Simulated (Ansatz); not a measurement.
# Aqueous Li+ and Br-: a series in salt concentration

How do pressure, forces, levels, charges and cost change as salt is added?

Computed with Ansatz 0.2.0: Kohn-Sham DFT, PBE+D3(BJ), PAW (set soft_2). Every run is a single point, with the atoms held where the recipe put them (cutoff of the plane-wave runs 420 eV, fixed occupations).

First member: 67 H2O, 1 Li+, 1 Br- placed at random, at 1.05 g/cm³; overlaps pushed apart, then 10 ps at 420 K with Joung-Cheatham ions (J. Phys. Chem. B 112, 9020 (2008)); SPC/E water (Berendsen, Grigera and Straatsma, J. Phys. Chem. 91, 6269 (1987)). Snapshot after 20 ps at 280 K and fixed volume.

Last member: 63 H2O, 7 Li+, 7 Br- placed at random, at 1.33 g/cm³; overlaps pushed apart, then 10 ps at 420 K with Joung-Cheatham ions (J. Phys. Chem. B 112, 9020 (2008)); SPC/E water (Berendsen, Grigera and Straatsma, J. Phys. Chem. 91, 6269 (1987)). Snapshot after 20 ps at 280 K and fixed volume.

The members:

| salt concentration (mol/kg) | reduced formula | atoms | valence electrons | k-mesh | basis | density (g/cm³) |
| --- | --- | --- | --- | --- | --- | --- |
| 0.83 | LiH134BrO67 | 203 | 546 | 1×1×1 | plane waves | 1.05 |
| 1.68 | LiH66BrO33 | 202 | 548 | 1×1×1 | plane waves | 1.10 |
| 2.56 | Li3H130Br3O65 | 201 | 550 | 1×1×1 | plane waves | 1.15 |
| 4.34 | Li5H128Br5O64 | 202 | 562 | 1×1×1 | plane waves | 1.24 |
| 6.17 | LiH18BrO9 | 203 | 574 | 1×1×1 | plane waves | 1.33 |

Each cell is one sample from a classical run, so sample-to-sample scatter enters every column; pressures lack the kinetic term, and hold the strain of bonds inside molecules, whose lengths the classical model set.

The input of the first member, without its atom lines; other members have their own cell and atoms, and may differ in mesh, basis and outputs:

```yaml
crystal:
  lattice:
    - [12.70351, 0.0, 0.0]
    - [0.0, 12.70351, 0.0]
    - [0.0, 0.0, 12.70351]
  atoms:
    [... 203 lines ...]
kpoints:
  mp_grid: { grid: [1, 1, 1] }
hamiltonian:
  xc: pbe
  dispersion: d3bj
scf:
  occupations: { method: fixed }
output:
  forces: true
  stress: true
  populations: true
  dos:
    method: { smearing: { sigma: 0.15 } }
    de: 0.1
    projected: { site_lists: { Br: [Br], H: [H], Li: [Li], O: [O] } }
  eigenvalues: true
  write_density: true
  write_potential: true
  volumetric_format: npy
```

Results; charges are mean Löwdin charges in e:

| salt concentration (mol/kg) | pressure (GPa) | r.m.s. force (eV/Å) | gap (eV) | q(Br) | q(Li) | q(O) |
| --- | --- | --- | --- | --- | --- | --- |
| 0.83 | -2.23 | 0.480 | 4.07 | -0.53 | +0.78 | -0.69 |
| 1.68 | -2.16 | 0.543 | 3.29 | -0.42 | +0.78 | -0.69 |
| 2.56 | -2.50 | 0.512 | 3.24 | -0.49 | +0.78 | -0.69 |
| 4.34 | -2.14 | 0.504 | 3.66 | -0.46 | +0.76 | -0.70 |
| 6.17 | -2.39 | 0.513 | 3.88 | -0.49 | +0.76 | -0.70 |

The gap is that between the highest filled and lowest empty Kohn-Sham level on the run's k-points, and semilocal functionals tend to put gaps under measured ones. The projection misses up to 0.029 e an atom, so the charges add up to more than the cell's charge. Each mean runs over all atoms of an element, whatever their surroundings.

Cost on 8 threads of Arm Neoverse V2, shared host:

| salt concentration (mol/kg) | atoms | basis | k-mesh | SCF cycles | time | host memory (GiB) | Δ force from the first basis (meV/Å) |
| --- | --- | --- | --- | --- | --- | --- | --- |
| 0.83 | 203 | plane waves | 1×1×1 | 9 | 21 s | 2.9 | - |
| 0.83 | 203 | support functions | 1×1×1 | 12 | 71 s | 4.8 | 12 |
| 1.68 | 202 | plane waves | 1×1×1 | 9 | 22 s | 3.0 | - |
| 1.68 | 202 | support functions | 1×1×1 | 12 | 71 s | 4.8 | 12 |
| 2.56 | 201 | plane waves | 1×1×1 | 9 | 22 s | 3.0 | - |
| 2.56 | 201 | support functions | 1×1×1 | 12 | 67 s | 4.7 | 12 |
| 4.34 | 202 | plane waves | 1×1×1 | 9 | 22 s | 3.0 | - |
| 4.34 | 202 | support functions | 1×1×1 | 12 | 69 s | 4.8 | 12 |
| 6.17 | 203 | plane waves | 1×1×1 | 9 | 23 s | 3.1 | - |
| 6.17 | 203 | support functions | 1×1×1 | 12 | 70 s | 4.9 | 12 |

The force difference holds the basis error of the plane-wave run too, whose cutoff is lower than the one behind the functions' grid. Times include the outputs that each run asked for, on hosts shared with other jobs.

**Reading.** The gap is lowest at 2.56 mol/kg (3.24 eV) and highest at 0.83 mol/kg (4.07 eV), with no steady trend; in single samples it varies with the configuration. The pressure is lowest at 2.56 mol/kg (-2.5 GPa) and highest at 4.34 mol/kg (-2.1 GPa), with no steady trend; the recipes set unlike densities, and the bond lengths of the classical model enter the pressure too. Support functions take 3.1 to 3.4 times the wall time of plane waves (the times hold unlike extra outputs; shared hosts, so rough).

Caveats: The network of contacts between molecules at the start is that of the classical potential that made the cell, and needn't be the one that DFT or experiment would give.

[Logs are printed without paths, hosts, clocks, repeated set-up lines and the standing remarks that a program may print on its own settings, such as how far it seeks lower states.]

[Hosts, paths, dates, database ids (printed as entryN), source tags and the programs' standing remarks are cut or masked in the printed files.]
